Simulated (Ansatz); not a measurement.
# Lattice dynamics of MgS (F-43m), part 2 of 2

Aim: the phonons of MgS (F-43m) at a cell relaxed beforehand at this level. After the zone centre comes a 4×4×4 q mesh on a 8×8×8 k mesh.

Ansatz 0.2.0; DFT PBEsol, scalar-relativistic, plane waves, PAW.

So far. Step 2 (Zone-centre response): Before it was imposed, the acoustic sum rule was missed by 3.8e-5 eV/Å² and the charge sum rule by 3.7e-4 e. Small misses are needed for a sound result but don't prove that mesh and cutoff are converged. The lowest optical mode is real, 332 cm⁻¹.

**3. Response at finite wavevector**

Stability and thermal properties need the whole zone. Linear response on a 4×4×4 q mesh gives force constants as far as a supercell of that size would, and the tensors from the zone-centre run are typed in so that the long-range dipole term is interpolated apart.

input.yaml reads:

```yaml
crystal:
  lattice:
    - [0.0, 2.8259567798, 2.8259567798]
    - [2.8259567798, 0.0, 2.8259567798]
    - [2.8259567798, 2.8259567798, 0.0]
  atoms:
    - { symbol: Mg, position: [0.0, 0.0, 0.0] }
    - { symbol: S, position: [0.75, 0.75, 0.75] }
kpoints:
  mp_grid: { grid: [8, 8, 8] }
hamiltonian:
  xc: pbesol
scf:
  occupations: { method: fixed }
output:
  eigenvalues: true
phonons:
  method: dfpt
  qmesh: [4, 4, 4]
  temperatures: { t_max: 1000, t_step: 50 }
  qpath:
    path:
      - [[0.0, 0.0, 0.0], [-0.5, -0.5, 0.0], [-0.375, -0.375, 0.25]]
      - [[-0.375, 0.0, 0.375], [0.0, 0.0, 0.0], [0.0, 0.0, 0.5], [-0.5, -0.25, 0.25], [-0.5, -0.5, 0.0]]
    npoints: 10
  non_analytic_term:
    high_frequency_dielectric_tensor: [[4.1439, 0.0, 0.0], [0.0, 4.1439, 0.0], [0.0, 0.0, 4.1439]]
    born_effective_charges:
      - { species: Mg, tensor: [[1.8878, 0.0, 0.0], [0.0, 1.8878, 0.0], [0.0, 0.0, 1.8878]] }
      - { species: S, tensor: [[-1.8878, 0.0, 0.0], [0.0, -1.8878, 0.0], [0.0, 0.0, -1.8878]] }
    source: "zone-centre run at this cell"
```

Run with:

```bash
$ ansatz run input.yaml --threads 4 --pin off --max-ram 7168MiB --backend cpu --events-out ev --progress --plain --runs-dir out
```

Numbers of over 12 decimals in the logs are rounded to 6 here.

The log of the run:

```text
Warning: phonons: the dynamical matrix that this run interpolates holds no multipole term above the dipole-dipole one, and a site of this crystal is no centre of inversion, so its interpolated transverse optical and acoustic branches and sound speeds can stay off near Gamma, and the density of states and the thermodynamics with them. What a run solves at a wave vector of phonons.qpoints, Gamma apart, where the deck admits one, is free of this, and under fd what a larger phonons.supercell samples
[...]
Crystal: 2 atoms, lattice volume = 45.136 Å³
Basis set: ecut = 420 eV, 893 PW (Γ), exchange–correlation on 54×54×54 points (8 copies of the dense FFT grid, shifted against one another)
Bands: 12, of which v1, the nominal top of the filled ones, is band 8 counted from 1 (7 counted from 0)
Symmetry: 24 space group operations
k-points: 29 of 512 (time reversal used)
[...]
SCF iter   1: F=—  HF=-2799.765128 eV  |F-HF|=—  |Δ(HF+E_count)|=         —  Δρ=3.18e-3  dr2=7.43e-3  ethr=1.77e-3  ⟨swp⟩=5.2  Hψ=1890  notcnv=0  defer=53
[...]
SCF iter   7: F=-2799.761992 eV  HF=-2799.761992 eV  |F-HF|=2.73e-12  |Δ(HF+E_count)|=  2.58e-10  Δρ=1.32e-7  dr2=8.92e-12  ethr=1.00e-12  ⟨swp⟩=6.9  Hψ=2193  notcnv=0
SCF 1 converged in 7 iterations: F = -2799.761992 eV  dr2 = 8.92e-12
[...]
NSCF: frozen V_eff on 29 k-points
[...]
DFPT response loops at q = (0, 0, 0) (fractional): preconditioner auto → none (the input reference at scf.mixing.eps_inf says where Resta's filter doesn't serve); β = 0.50; Broyden in place of MSR1
[...]
SCF converged after 7 iterations
Free energy (F): -2799.761992 eV
[...]
Internal energy: -2799.761992 eV  (E = F + TS)
E sigma→0 (E₀):  -2799.761992 eV
Fermi energy:    3.110175 eV
[...]
--- Band table (eV; the first three rows and the last of 29) ---
  k-point 0: bands = [... 4 lower, -8.1769, 3.1102, 3.1102, 3.1102, 6.4295, 10.9638, 10.9638, 10.9638]
  k-point 1: bands = [... 4 lower, -8.0867, 2.4069, 3.0561, 3.0561, 7.1057, 10.7728, 11.1422, 11.1422]
  k-point 2: bands = [... 4 lower, -7.8528, 1.2121, 2.9342, 2.9342, 7.9671, 10.7980, 11.1718, 11.1718]
  k-point 28: bands = [... 4 lower, -7.2349, 0.7802, 1.2291, 1.7473, 8.4923, 10.9974, 11.1575, 11.5361]
--- Phonons (Γ-DFPT): 2 representative perturbations + reference (Σ response iterations 6) ---
  ASR residual: 5.717e-5 → 0.000e0 eV/Å²; symmetrization residual: 4.469e-6 eV/Å²
  ASR residual per site (eV/Å²): 5.09e-5 5.72e-5
  Γ frequencies (cm⁻¹): 0.00 0.00 0.00 332.31 332.31 332.31
--- Phonons (arbitrary-q DFPT): 8 irreducible q on the 4×4×4 mesh ---
  q = [0.0000, 0.0000, 0.0000] (star 1, of the zone-centre solve; hermiticity 1.59e-6, symmetrization 3.64e-13): -0.00 -0.00 -0.00 332.31 332.31 332.31
  q = [0.0000, 0.0000, 0.2500] (star 8, 2 solved perturbations on 288 of 512 k-point pairs; hermiticity 6.25e-7, symmetrization 2.90e-13): 59.28 59.28 166.24 330.50 330.50 393.90
[...]
q = [0.0000, 0.2500, 0.2500] (star 6, 4 solved perturbations in 528 linear systems a pass and spin channel, the states on 164 of 512 k-point pairs; hermiticity 7.39e-7, symmetrization 2.20e-13): 90.31 90.31 166.88 329.26 329.26 396.90
[...]
sum rule: each row above includes the acoustic sum rule's correction from the zone centre's row sums; it moved no ω² by more than (0.75 cm⁻¹)²
  mesh force constants: q→R imaginary residual 5.40e-18; ASR residual 5.717e-5 → 0.000e0 eV/Å²; symmetrization residual 4.441e-15 eV/Å²
  interpolated dispersion: 63 rows × 6 modes
  density of states and harmonic sums: on the 20×20×20 q-mesh, interpolated from the force constants of a 4×4×4 supercell (with the dipole–dipole term of supplied tensors)
  largest difference from the sums on the solved wave vectors: F 9.81e-3 eV, S 1.38e-5 and C_V 3.99e-6 eV/K
  zero-point energy: 0.090350 eV/cell   skipped modes (ω ≤ 0): 3   left out of the sums: 6.25e-5 of the cell's modes: C_V's classical limit lies that fraction below 3 k_B per atom; for a crystal, a wire or a layer, F and S can be off by more, and a phonons.interpolated_qmesh denser along its periods is the remedy for the sampling
```

Elapsed: 85 s, on 4 threads of AMD EPYC 7R43, shared host; peak memory 0.83 GiB.

Numbers from this step:

| Quantity | Value |
| --- | --- |
| sum-rule residual before enforcement | 5.72e-5 eV/Å² |
| lowest frequency on the path | 0 cm⁻¹ |
| highest frequency on the path or at a solved wavevector | 422.2 cm⁻¹ |
| mean frequency | 242.9 cm⁻¹ |
| Debye temperature (second moment) | 493 K |
| logarithmic mean frequency | 212.5 cm⁻¹ |
| lowest mode on the q mesh (acoustic modes at Γ apart) | 59.28 cm⁻¹ |
| zero-point energy per atom | 45.18 meV |
| heat capacity at 300 K | 21.94 J/(mol atoms K) |
| vibrational entropy at 300 K | 26.06 J/(mol atoms K) |
| edges of the widest gap between branches, on path and mesh | 280.5, 304.9 cm⁻¹ |

Frequencies (cm⁻¹) solved at each irreducible wavevector; negative means imaginary. Frequencies by wavevector, by row:

```csv
q in reciprocal lattice units,star,mode 1,mode 2,mode 3,mode 4,mode 5,mode 6
0 0 0,1,0,0,0,332.3,332.3,332.3
0 0 0.25,8,59.3,59.3,166.2,330.5,330.5,393.9
0 0 -0.5,4,78.9,78.9,270,329.9,329.9,337.4
0 0.25 0.25,6,90.3,90.3,166.9,329.3,329.3,396.9
0 0.25 -0.5,24,104.6,143.3,243.8,328.1,330.4,344.5
0 0.25 -0.25,12,86.6,144.8,216.2,328,333.1,355.2
0 -0.5 -0.5,3,118.5,118.5,280.5,328,328,339.4
0.25 -0.5 -0.25,6,142,157.4,263.5,304.9,331.6,336.8
```

Interpolated from a 4×4×4 q mesh, with the LO-TO term (at Γ the limit along the path; where Γ stands inside the path, tables give the limit on arrival). Phonon branches along the path, in cm⁻¹:

```csv
point,branch 1,branch 2,branch 3,branch 4,branch 5,branch 6
Γ,0,0,0,332,332,422
halfway,90,90,167,329,329,397
X,118,118,280,328,328,340
halfway,116,135,276,325,328,338
U,110,161,266,314,328,340
jump to K,110,161,266,314,328,340
halfway,67,116,175,330,335,380
Γ,0,0,0,332,332,422
halfway,59,59,166,330,330,394
L,79,79,270,330,330,337
halfway,105,140,256,323,330,338
W,142,157,264,305,332,337
halfway,130,137,272,319,333,334
X,118,118,280,328,328,340
```

The phonon branches as a text plot (rows in cm⁻¹):

```
    413 |******                   *********
    396 |      *                 *         **
    378 |       **              *            **
    361 |         **           *               *
    343 |           *************               ************* ***
    325 |********************************************************
    308 |                ***                            ******
    290 |
    273 |           *******                      ***       ******
    255 |         **       *                    *   *******
    237 |                   *                  *
    220 |        *           **               *
    202 |       *              *
    185 |                                    *
    167 |      *          ***   *           *
    150 |               **   **  *                     *******
    132 |    **        *       *           *         ** **  ***
    114 |        **********     * **      *         *  *       **
     97 |   *  **          ****  *                 ****
     79 |    **                *  ***    *    ******
     62 |  **                   **          **
     44 | **                      ****  * **
     26 | *                         **   *
      9 |*                           ****
         Γ           X  U|K            Γ         L        W     X
```

Tetrahedra on a 20×20×20 mesh, mean over bins of 5 cm-1. Interpolated from a 4×4×4 q mesh. The phonon density of states by wavenumber; read off at these points:

```csv
wavenumber (cm⁻¹),phonon density of states (1/cm⁻¹/cell)
2,1.0e-5
12,2.3e-4
28,0.00122
38,0.00217
48,0.00342
58,0.00523
72,0.0103
82,0.0206
92,0.0225
102,0.0252
118,0.0317
128,0.0212
138,0.0172
152,0.0175
162,0.00905
172,0.00282
182,0.00333
198,0.00435
208,0.00522
218,0.00624
228,0.00771
242,0.0116
252,0.0225
258,0.0233
262,0.0149
272,0.00338
288,0
298,0
308,0.00276
322,0.0248
332,0.174
342,0.0411
352,0.0131
368,0.00893
378,0.00756
388,0.00635
398,0.00508
412,0.00282
422,1.8e-4
```

The partial phonon density of states has structure finer than the step of the table below, so its rows give means over 10 cm⁻¹, whole bins alone (the curve runs from -10 to 443 cm⁻¹). Peaks (cm⁻¹: height): Mg 118.2: 0.0148, 329.1: 0.0974; S 118.2: 0.0161, 255.0: 0.0181, 329.1: 0.0778.

Phonopy on the run's constants, 17x17x17 mesh, Gaussian sigma 3.2 cm-1. Interpolated from a 4×4×4 q mesh. Partial phonon density of states against wavenumber; means over each step; values in 1/cm⁻¹/cell:

```csv
wavenumber (cm⁻¹),Mg,S
0,2.3e-5,3.1e-5
10,1.1e-4,1.4e-4
20,2.7e-4,3.5e-4
30,6.7e-4,8.7e-4
40,0.00112,0.00145
50,0.00168,0.00216
60,0.00261,0.00331
70,0.00438,0.00550
80,0.00769,0.00949
90,0.00988,0.0119
100,0.0113,0.0133
110,0.0129,0.0145
120,0.0133,0.0144
130,0.00975,0.0104
140,0.00803,0.00851
150,0.00812,0.00861
160,0.00648,0.00682
170,0.00176,0.00233
180,0.00124,0.00195
190,0.00146,0.00238
200,0.00163,0.00276
210,0.00206,0.00370
220,0.00216,0.00410
230,0.00270,0.00560
240,0.00325,0.00790
250,0.00423,0.0133
260,0.00315,0.0148
270,6.4e-4,0.00585
280,3.8e-5,0.00103
290,1.0e-7,2.0e-5
300,4.7e-4,3.5e-5
310,0.00652,0.00117
320,0.0228,0.0125
330,0.0791,0.0623
340,0.0322,0.0242
350,0.0107,0.00629
360,0.00682,0.00379
370,0.00557,0.00329
380,0.00440,0.00276
390,0.00360,0.00237
400,0.00281,0.00193
410,0.00190,0.00136
420,6.9e-4,5.0e-4
430,2.7e-5,2.0e-5
```

Second derivatives of the energy by pair, one row for each kind of neighbour of each atom listed. Each entry sums the pair over the periodic images of the supercell that the q mesh stands for, and in a polar crystal it holds the long-range dipole part too. Force constants by pair, by row:

```csv
atom,neighbour,distance (Å),third of the trace (eV/Å²),along the pair's line (eV/Å²)
Mg1,itself,0,6.809,–
Mg1,S,2.447,-1.611,-3.902
Mg1,Mg,3.997,-0.0193,-0.556
Mg1,S,4.686,-0.0165,0.185
Mg1,Mg,5.652,-0.0054,-0.1031
Mg1,S,6.159,0.0453,0.1904
Mg1,Mg,6.922,-0.0274,-0.1013
Mg1,S,7.342,0.0022,0.0436
Mg1,S,7.342,0.0128,0.0543
S2,itself,0,7.564,–
S2,Mg,2.447,-1.611,-3.902
S2,S,3.997,-0.0991,-0.561
S2,Mg,4.686,-0.0165,0.185
S2,S,5.652,0.0036,-0.0806
S2,Mg,6.159,0.0453,0.1904
S2,S,6.922,-0.0139,-0.0773
S2,Mg,7.342,0.0022,0.0436
S2,Mg,7.342,0.0128,0.0543
```

Harmonic thermodynamic functions per atom, from the density of states. Interpolated from a 4×4×4 q mesh. Thermodynamic functions, by row:

```csv
T (K),F_vib (meV/atom),S (J/mol-atom/K),C_V (J/mol-atom/K)
0,45.18,0,0
50,44.86,2.086,4.437
100,42.5,7.197,10.96
200,29.46,17.71,19.01
300,6.58,26.06,21.94
400,-23.93,32.56,23.17
500,-60.49,37.81,23.78
600,-102,42.18,24.12
700,-147.7,45.91,24.34
800,-197,49.17,24.48
900,-249.5,52.06,24.57
1000,-304.8,54.65,24.64
```

Harmonic mean-square displacement, third of the trace. Interpolated from a 4×4×4 q mesh. Mean square displacements, by row:

```csv
T (K),Mg1 U_eq (Å²),S2 U_eq (Å²)
0,0.00374,0.00313
100,0.0059,0.00516
300,0.01413,0.01267
600,0.02746,0.02473
```

Symmetry leaves 8 wavevectors to solve. The lowest mode among them, the acoustic zeros apart, lies at q = (0, 0, 0.25) and is real, 59.3 cm⁻¹.

**4. Isotope substitution, element Mg, natural mass 24.305 amu**

An isotope changes the mass and not the force constants, so no new electronic calculation is needed; the shifts show which modes move this element.

The same force constants with the mass of Mg changed from 24.305 to 25.983 u (phonopy, no LO-TO term). Both lists are sorted by frequency; levels can cross, so a row need not hold one and the same mode. Modes under 3 cm⁻¹ are left out. Isotope shifts, by row:

```csv
q,rank,natural mass (cm⁻¹),changed mass (cm⁻¹)
0 0 0,4,332.3,326.1
0 0 0,5,332.3,326.1
0 0 0,6,332.3,326.1
0 0 0.25,1,59.28,58.4
0 0 0.25,2,59.28,58.4
0 0 0.25,3,166.2,163.9
0 0 0.25,4,330.5,324.5
0 0 0.25,5,330.5,324.5
0 0 0.25,6,393.9,386.3
0 0 -0.5,1,78.87,77.68
0 0 -0.5,2,78.87,77.68
0 0 -0.5,3,270,267.8
0 0 -0.5,4,329.9,323.9
0 0 -0.5,5,329.9,323.9
0 0 -0.5,6,337.4,328.9
0 0.25 0.25,1,90.31,88.89
0 0.25 0.25,2,90.31,88.89
0 0.25 0.25,3,166.9,164.7
0 0.25 0.25,4,329.3,323.5
0 0.25 0.25,5,329.3,323.5
0 0.25 0.25,6,396.9,389
```

A mode of this element alone would shift by -3.28 %. The highest zone-centre frequency without the field goes from 332.3 to 326.1 cm⁻¹ (-1.9 %). The product of the frequency ratios over all optical modes at Γ is 0.945; the product rule, (m/m′)^(3k/2) (M′/M)^(3/2) with k = 1 such atoms and M the mass of the cell, gives 0.945.

**5. Another isotope, element S, natural mass 32.06 amu**

The same for S, from 32.06 to 33.97 u.

A mode of this element alone would shift by -2.85 %. The highest zone-centre frequency without the field goes from 332.3 to 328.3 cm⁻¹ (-1.2 %). The product of the frequency ratios over all optical modes at Γ is 0.964; the product rule, (m/m′)^(3k/2) (M′/M)^(3/2) with k = 1 such atoms and M the mass of the cell, gives 0.964.

**6. Outcome**

```json
{
  "space group (within 0.01 Å)": "F-43m",
  "volume per atom": "22.6 Å³",
  "gap on the k-mesh": "3.32 eV",
  "highest optical mode at the zone centre (no LO-TO term)": "332 cm⁻¹",
  "top of the zone-centre spectrum with the field": "422 cm⁻¹",
  "lowest optical zone-centre mode": "332 cm⁻¹",
  "mean high-frequency dielectric constant": "4.14",
  "mean static dielectric constant": "6.69",
  "largest Born charge (third of the trace)": "1.89 e",
  "lowest mode on the q mesh (acoustic modes at Γ apart)": "59.3 cm⁻¹",
  "highest frequency on the path or at a solved wavevector": "422 cm⁻¹",
  "zero-point energy per atom": "45.2 meV",
  "heat capacity at 300 K": "21.9 J/(mol atoms K)",
  "vibrational entropy at 300 K": "26.1 J/(mol atoms K)",
  "Debye temperature (second moment)": "493 K",
  "imaginary modes on the 4×4×4 q mesh": "none"
}
```

What this shows: The structure is a minimum as far as tested: no mode is imaginary at the 8 irreducible wavevectors of the 4×4×4 mesh, and the softest away from the acoustic zeros lies at 59 cm⁻¹. Without the field, the optical modes at Γ form one degenerate level at 332 cm⁻¹. With the macroscopic field of the longitudinal modes the top of the zone-centre spectrum lies at 422 cm⁻¹, against 332 cm⁻¹ without it. Lattice motion raises the mean dielectric constant from 4.144 to 6.689. The strongest infrared line is at 332 cm⁻¹. Averaged over orientations, the strongest Raman line at 532 nm and 300 K is at 332 cm⁻¹, among the modes without the field; their longitudinal partners can be Raman active too. On the path and the mesh, the widest gap between branches runs from 280 to 305 cm⁻¹. The program warns that the interpolation holds no quadrupole term, so branches close to Γ can be off in this crystal. These are harmonic frequencies at zero temperature: anharmonic shifts, linewidths and thermal expansion are left out.

[Logs are printed without paths, hosts, clocks, repeated set-up lines and the standing remarks that a program may print on its own settings, such as how far it seeks lower states.]

[Hosts, paths, dates, database ids (printed as entryN), source tags and the programs' standing remarks are cut or masked in the printed files.]
